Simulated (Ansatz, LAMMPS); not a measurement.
# Structural relaxation of glassy 55SiO2-6Al2O3-16MgO-16BaO-6Sc2O3 (mol %) (143 atoms), part 2 of 2

Wanted: the relaxed structure of glassy 55SiO2-6Al2O3-16MgO-16BaO-6Sc2O3 (mol %) (143 atoms) and its electronic structure.

Ansatz 0.2.0; Kohn-Sham DFT, PBE, PAW (set soft_2), plane waves.

The cell: 27 Si, 6 Al, 8 Mg, 8 Ba, 6 Sc and 88 O. The quench rate of 25 K/ps far exceeds what a furnace or splat quench reaches. The network of bonds at the start is that of the classical potential that made the cell. Sampling is at Γ alone, for a cell whose shortest periodic width is 13 Å. The levels lack spin–orbit coupling.

So far, density (g/cm³): step 5 (distances and neighbours after relaxation) 3.20.

## Step 6: Single point at the relaxed geometry

The electronic structure is read at the final geometry, in a run of its own.

input.yaml reads:

```yaml
crystal:
  lattice:
    - [12.67061, 0.11497, 0.18942]
    - [0.11497, 12.7736, 0.34674]
    - [0.18942, 0.34674, 12.49193]
  atoms:
    - { symbol: Si, position: [0.21407, 0.86886, 0.96172] }
    - { symbol: Si, position: [0.23333, 0.14089, 0.67235] }
    - { symbol: Si, position: [0.06563, 0.10976, 0.34607] }
    - { symbol: Si, position: [0.47555, 0.66975, 0.68798] }
    - { symbol: Si, position: [0.90559, 0.64399, 0.03991] }
    - { symbol: Si, position: [0.49429, 0.68923, 0.28309] }
    - { symbol: Si, position: [0.74461, 0.23686, 0.81218] }
    - { symbol: Si, position: [0.64843, 0.51167, 0.21474] }
    - { symbol: Si, position: [0.12283, 0.3031, 0.03306] }
    - { symbol: Si, position: [0.73484, 0.0038, 0.5359] }
    - { symbol: Si, position: [0.46365, 0.01132, 0.04491] }
    - { symbol: Si, position: [0.35279, 0.34799, 0.00667] }
    - { symbol: Si, position: [0.40034, 0.15685, 0.84744] }
    - { symbol: Si, position: [0.30313, 0.82521, 0.73338] }
    - { symbol: Si, position: [0.37699, 0.45242, 0.63331] }
    - { symbol: Si, position: [0.79621, 0.46004, 0.9561] }
    - { symbol: Si, position: [0.84405, 0.99282, 0.06482] }
    - { symbol: Si, position: [0.14708, 0.37565, 0.64663] }
    - { symbol: Si, position: [0.96534, 0.35435, 0.83669] }
    - { symbol: Si, position: [0.14517, 0.66176, 0.63796] }
    - { symbol: Si, position: [0.74226, 0.55191, 0.54279] }
    - { symbol: Si, position: [0.33999, 0.99019, 0.53442] }
    - { symbol: Si, position: [0.85042, 0.03591, 0.73227] }
    - { symbol: Si, position: [0.24454, 0.84646, 0.38732] }
    - { symbol: Si, position: [0.7809, 0.78673, 0.43761] }
    - { symbol: Si, position: [0.65493, 0.88383, 0.01274] }
    - { symbol: Si, position: [0.46239, 0.2134, 0.17327] }
    - { symbol: Al, position: [0.02076, 0.81417, 0.50381] }
    - { symbol: Al, position: [0.04086, 0.03727, 0.59821] }
    - { symbol: Al, position: [0.94509, 0.29483, 0.22317] }
    - { symbol: Al, position: [0.8667, 0.5231, 0.33327] }
    - { symbol: Al, position: [0.73408, 0.70965, 0.19734] }
    [... 105 atom lines left out ...]
    - { symbol: O, position: [0.6152, 0.43009, 0.31001] }
    - { symbol: O, position: [0.20955, 0.76618, 0.6755] }
    - { symbol: O, position: [0.82057, 0.48643, 0.46429] }
    - { symbol: O, position: [0.1804, 0.11019, 0.28395] }
    - { symbol: O, position: [0.18357, 0.25338, 0.62903] }
    - { symbol: O, position: [0.41617, 0.10048, 0.12642] }
kpoints:
  mp_grid: { grid: [1, 1, 1] }
hamiltonian:
  xc: pbe
scf:
  occupations: { method: fixed }
output:
  forces: true
  stress: true
  populations: true
  dos:
    method: { smearing: { sigma: 0.15 } }
    de: 0.1
    projected: { site_lists: { Al: [Al], Ba: [Ba], Mg: [Mg], O: [O], Sc: [Sc] } }
  eigenvalues: true
  write_density: true
  write_potential: true
  volumetric_format: npy
  elf: true
```

Started as:

```sh
$ ansatz run input.yaml --threads 4 --pin off --max-ram 8192MiB --backend cpu --events-out ev --progress --plain --runs-dir out
```

Elapsed: 63 s, on 4 threads of Arm Neoverse V2, shared host; peak memory 3.4 GiB; 4.1 min of CPU time.

Numbers from this run:

```
free energy                                      : -146319.6393 eV
free energy per atom                             : -1023.2143 eV/atom
SCF cycles                                       : 10
pressure                                         : -0.0009279 GPa
r.m.s. force component                           : 0.00562 eV/Å
longest force                                    : 0.02866 eV/Å
Fermi energy                                     : 4.469 eV
gap (highest filled to lowest empty level) : 4.066 eV
spilling of the projection                       : 0.01102
```

Löwdin charges by element (they lack the spilled electrons, 0.068 e an atom on average):

```
element  coordination  atoms  mean charge (e)  spread  least    most
     Al           all      6             1.27  0.0156   1.24    1.29
     Ba           all      8             1.86  0.0131   1.84    1.88
     Mg           all      8             1.63  0.0106   1.62    1.65
      O           all     88           -0.888  0.0856  -1.08  -0.752
     Sc           all      6             1.26  0.0281   1.21    1.29
     Si           all     27             1.66   0.039   1.59    1.72
```

States in the cell by windows of 1 eV, zero at the Fermi level; the larger projections on atomic orbitals stand beside the total:

```
from (eV)  to (eV)  total    O p  Ba p
      -14      -12    0.0    0.0   0.0
      -12      -11    1.7    0.0   1.6
      -11      -10   44.8    1.6  42.3
      -10       -9    4.0    1.7   1.4
       -9       -8    9.9    6.5   0.1
       -8       -7   18.8   12.9   0.1
       -7       -6   23.2   16.8   0.1
       -6       -5   28.5   21.3   0.1
       -5       -4   58.5   45.1   0.2
       -4       -3   79.3   66.2   0.3
       -3       -2  100.2   89.7   0.4
       -2       -1  118.4  109.6   0.4
       -1        0   86.2   81.6   0.3
        0        1    2.5    2.4   0.0
        1        3    0.0    0.0   0.0
        3        4    0.5    0.0   0.0
        4        5   15.6    1.0   0.0
```

With fixed occupations the program's Fermi level is the highest filled level; weight inside the gap is the broadening of levels at its edges.

Between -26 and -14 eV lie 203 more states.

About 103 of the 880 electrons lie in deeper levels, below the stored range.

Not all projections were asked for or kept, so they needn't add up to the total.

The levels nearest the highest filled one (over half full), pooled over k-points and spins:

```
level less the highest filled one (eV)  occupation
                                -0.190           2
                                -0.160           2
                                -0.148           2
                                -0.106           2
                               -0.0877           2
                                     0           2
                                  4.07           0
                                  4.61           0
                                  4.67           0
                                  4.72           0
                                  4.76           0
                                  4.81           0
```

Electrostatic potential energy in the bc plane at fractional x = 0.052, with atoms of Si and Al and Mg and Ba and O within 0.2 Å of it. With pseudopotentials it is smooth inside the atoms' cores, unlike the true potential.

Ten even steps from '0' (-33 eV) to '9' (11 eV), each cell a mean:
```
742246899732689999998878899999899998
410003789400189999988777899996589998
410002689842588999998888899998889998
742135789988888999999999999999999998
987778899998878999999999999999999999
999999999998312799999889999999999999
999999999998200599999889999999999999
777899999999745899999998889999999998
555689999999888999999988668999998886
676579999999998999999995103888973365
555689999999986589999997213765676687
876326999999996578877899888656558999
996003899999999987544579998655568999
998546899999999987411478999877789999
974113788999999998654689999998999999
971000442599999999888899999998899999
985112653599999988889999999876668999
998778899999999863368999998742135899
999999999999998710016899998631014789
999999999986458741037899998753336899
999999999971005887778899999887778999
999999999884127999984379999999999999
999999998766789999996579999999999999
988788998766789999999888999999999999
```
Columns run along b (12.8 Å; values clipped at the 3rd and 97th percentile), rows up along c (12.5 Å). Atoms in or near the plane, at fractional coordinates: Si at (0.11, 0.35), Al at (0.04, 0.60), Mg at (0.49, 0.21), Ba at (0.08, 0.91), O at (0.37, 0.73), O at (0.35, 0.13), O at (0.30, 0.93).

Valence density in the bc plane at fractional x = 0.052, with atoms of Si and Al and Mg and Ba and O within 0.2 Å of it. It is the smooth field of the valence electrons, not physical close to the nuclei.

Values in units of 1e0 e/Å³, 13 rows by 16 columns, each cell a mean:
```
0.8 1.1 0.6 0.2 2.8 2.5 0.1 0.0 0.0 0.2 0.2 0.1 0.3 1.0 0.2 0.1
0.9 1.0 0.8 0.1 1.3 1.5 0.2 0.0 0.0 0.1 0.1 0.1 0.2 0.6 0.2 0.1
0.1 0.3 0.1 0.0 0.1 0.7 0.8 0.1 0.1 0.4 0.2 0.0 0.0 0.0 0.0 0.0
0.1 0.1 0.0 0.0 0.1 2.6 3.6 0.2 0.1 0.7 0.4 0.1 0.0 0.0 0.0 0.0
0.1 0.2 0.1 0.0 0.0 0.3 0.5 0.1 0.0 0.1 0.6 0.8 0.1 0.2 0.8 0.4
0.1 0.3 0.2 0.0 0.0 0.2 1.0 0.5 0.1 0.1 1.7 3.4 0.4 0.4 1.8 0.8
0.3 3.0 2.0 0.1 0.0 0.1 0.8 0.5 0.5 0.4 0.2 0.3 0.2 0.1 0.2 0.1
0.2 1.0 0.8 0.3 0.1 0.0 0.0 0.1 1.4 1.1 0.1 0.1 0.3 0.4 0.1 0.0
0.4 0.3 0.5 2.1 1.1 0.1 0.0 0.1 0.2 0.5 0.2 0.0 0.2 0.3 0.1 0.1
0.3 0.2 0.2 0.5 0.4 0.1 0.1 2.5 2.5 0.1 0.1 0.1 0.6 1.1 0.5 0.1
0.0 0.0 0.0 0.0 0.3 2.0 0.7 5.0 5.7 0.1 0.0 0.0 0.5 1.0 0.5 0.0
0.0 0.0 0.0 0.1 0.5 3.9 1.4 0.1 0.5 1.5 0.3 0.0 0.0 0.1 0.1 0.1
0.1 0.1 0.1 0.1 0.3 0.4 0.1 0.0 0.2 0.8 0.2 0.0 0.0 0.1 0.1 0.1
```
Columns run along b (12.8 Å), rows up along c (12.5 Å). Atoms in or near the plane, at fractional coordinates: Si at (0.11, 0.35), Al at (0.04, 0.60), Mg at (0.49, 0.21), Ba at (0.08, 0.91), O at (0.37, 0.73), O at (0.35, 0.13), O at (0.30, 0.93).

Mean Löwdin charges: Al +1.27, Ba +1.86, Mg +1.63, O -0.89, Sc +1.26, Si +1.66 e (they miss 1.1 % of the electrons, so they add up to more than the cell's charge).

Local excerpt of 10 atoms (numbers count through the whole input) about Al28, one of the 6 Al atoms; x, y, z are measured from there.

```
atom      x      y      z  distance (Å)  bonds  Löwdin charge (e)
Al28   0.00   0.00   0.00          0.00      4               1.27
 O67  -0.06   1.24   1.14          1.68      2              -0.91
 O91  -1.48  -0.09  -0.93          1.75      3              -0.87
 O92   0.14  -1.52   0.90          1.77      3              -0.91
 O71   1.28  -0.15  -1.22          1.78      3              -0.89
Si20   1.58  -1.89   1.65          2.96      4               1.62
Al29   0.30   2.88   1.26          3.16      4               1.28
Si24   2.82   0.40  -1.40          3.17      4               1.68
Si25  -3.05  -0.40  -0.88          3.20      4               1.70
O139   2.42  -0.53   2.16          3.29      2              -0.78
```

The column of bonds counts only the pairs O-Si within 2.08 Å, O-Ba within 3.29 Å, O-Mg within 2.58 Å, O-Al within 2.33 Å, O-Sc within 2.76 Å; other neighbours, such as metal atoms beside each other in a compound, aren't counted, and periodic images can show an atom twice.

## Step 7: Outcome

| Item | Value |
| --- | --- |
| energy change in the relaxation | -53.77 meV/atom |
| r.m.s. displacement | 0.193 Å |
| largest displacement | 0.476 Å |
| free energy per atom | -1023.2143 eV/atom |
| pressure | -0.0009279 GPa |
| r.m.s. force component | 0.00562 eV/Å |
| gap (highest filled to lowest empty level) | 4.066 eV |
| wall time of the 3 DFT runs | 12 min |

What this shows: Relaxation lowers the energy by 53.8 meV/atom and moves atoms by 0.19 Å r.m.s.; the r.m.s. force component goes from 0.92 to 0.0056 eV/Å, the pressure goes from 4.5 to -9.3e-4 GPa, and the gap from 3.49 to 4.07 eV. Displacements are taken in the final cell, so they leave out its strain. The cell grew by 0.6 % in volume. First to last step the energy falls by 7.690 eV, across changes of basis; the largest move, 0.48 Å, is that of O94. The O-Mg bonds change most in mean length: from 2.119 Å (spread 0.181) to 2.068 Å (spread 0.119), and their number from 36 to 37. Counting bonds to Si and Al alone, not to Sc, 50 % of the oxygens join two of these atoms and 44 % one; 2 % join three; 3 % join none. The highest filled and lowest empty levels differ by 4.07 eV (at Γ alone); a semilocal functional tends to put such gaps too low. In a disordered cell it changes from sample to sample, and tail or defect levels can set it.

What to keep in mind: The starting topology of bonds comes from the classical model; in DFT atoms moved by 0.19 Å r.m.s.

[Logs are printed without paths, hosts, clocks, repeated set-up lines and the standing remarks that a program may print on its own settings, such as how far it seeks lower states.]

[Hosts, paths, dates, database ids (printed as entryN), source tags and the programs' standing remarks are cut or masked in the printed files.]
